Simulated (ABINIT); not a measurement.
An input for ABINIT 10.8.3 (CaO (Lime)):

```
acell 3*1.0 Angstrom
rprim 
  -0.000000000000 2.406500000000 2.406500000000
  2.406500000000 -0.000000000000 2.406500000000
  2.406500000000 2.406500000000 -0.000000000000
ntypat 2
znucl 20 8
natom 2
typat 1 2
xred 
  0.000000000000 0.000000000000 0.000000000000
  0.500000000000 0.500000000000 0.500000000000
pp_dirpath "pseudos"
pseudos "Ca.upf, O.upf"
ecut 36
ngkpt 6 6 6
nshiftk 1
shiftk 0 0 0
kptopt 1
chksymbreak 0
istwfk *1
occopt 1
irdwfk 1
optdriver 4
nband 243
gwcalctyp 0
ecutsigx 36
symsigma 1
nkptgw 2
kptgw 
  0.0000000000 0.0000000000 0.0000000000
  0.5000000000 0.5000000000 0.0000000000
bdgw 
  6 12
  7 10
ecuteps 11.2
irdscr 1
ppmodel 4
indata_prefix "in"
outdata_prefix "out"
tmpdata_prefix "tmp"
```

```sh
OMP_NUM_THREADS=1 mpirun -n 8 abinit run.abi > log
```

How long will it take on 8 MPI ranks of Arm Neoverse V1, shared host, and how much memory?

It took 16 s; on shared hardware allow 7.9 s to 31 s. Peak host memory was 2.5 GiB.

[Paths, hosts, dates, memory and timing lines, banners, echoed tables and standing remarks are left out of the program output.]

[Logs are printed without paths, hosts, clocks, repeated set-up lines and the standing remarks that a program may print on its own settings, such as how far it seeks lower states.]

[Runs of the session that timed out or met a known fault of the program may be left out.]

[Hosts, paths, dates, database ids (printed as entryN), source tags and the programs' standing remarks are cut or masked in the printed files.]

[G0W0 gaps are taken among the corrected bands and points alone; a level outside them can change the order at an edge.]

[Where Ansatz stands beside ABINIT at settings called matched, ABINIT's density can come from a denser mesh and the files from another edition; pairs whose starting gaps differed by over 0.03 eV were left out, so agreement reads better than it is.]
